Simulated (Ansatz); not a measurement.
Planning a run of Ansatz 0.2.0 on Bi2Se3 (Paraguanajuatite). The input:

```yaml
crystal:
  lattice:
    - [2.0715, 1.1959810826, 9.5453333333]
    - [-2.0715, 1.1959810826, 9.5453333333]
    - [0.0, -2.3919621653, 9.5453333333]
  atoms:
    - { symbol: Bi, position: [0.4008, 0.4008, 0.4008] }
    - { symbol: Bi, position: [0.5992, 0.5992, 0.5992] }
    - { symbol: Se, position: [0.0, 0.0, 0.0] }
    - { symbol: Se, position: [0.2117, 0.2117, 0.2117] }
    - { symbol: Se, position: [0.7883, 0.7883, 0.7883] }
kpoints:
  mp_grid: { grid: [6, 6, 6] }
hamiltonian:
  xc: pbe
  dispersion: d3bj
scf:
  occupations: { method: fermi_dirac, width: 0.02 }
relax:
  f_tol: 0.01
  max_steps: 60
  cell: {}
output:
  write_density: true
  write_potential: true
  elf: true
  volumetric_format: npy
```

```sh
ansatz run input.yaml --threads 3 --pin off --max-ram 92160MiB --backend cuda --events-out ev --progress --plain --runs-dir out --devices 1 --max-vram 13GiB
```

Q: How long will it take on 1 × NVIDIA H100 80GB HBM3 (shared by 6 runs) with 3 threads of AMD EPYC 7R13 (Zen 3), shared host, and how much memory?

It took 26 s; on shared hardware allow 13 s to 52 s. Peak host memory was 1.0 GiB. The sizes that set the cost: 2713 plane waves a state, 32 irreducible k points and 42 SCF cycles.

[Paths, hosts, dates, memory and timing lines, banners, echoed tables and standing remarks are left out of the program output.]

[Logs are printed without paths, hosts, clocks, repeated set-up lines and the standing remarks that a program may print on its own settings, such as how far it seeks lower states.]

[Runs of the session that timed out or met a known fault of the program may be left out.]

[Cells called generated may have been cut or substituted from an entry of the Crystallography Open Database or the Materials Project.]

[Hosts, paths, dates, database ids (printed as entryN), source tags and the programs' standing remarks are cut or masked in the printed files.]
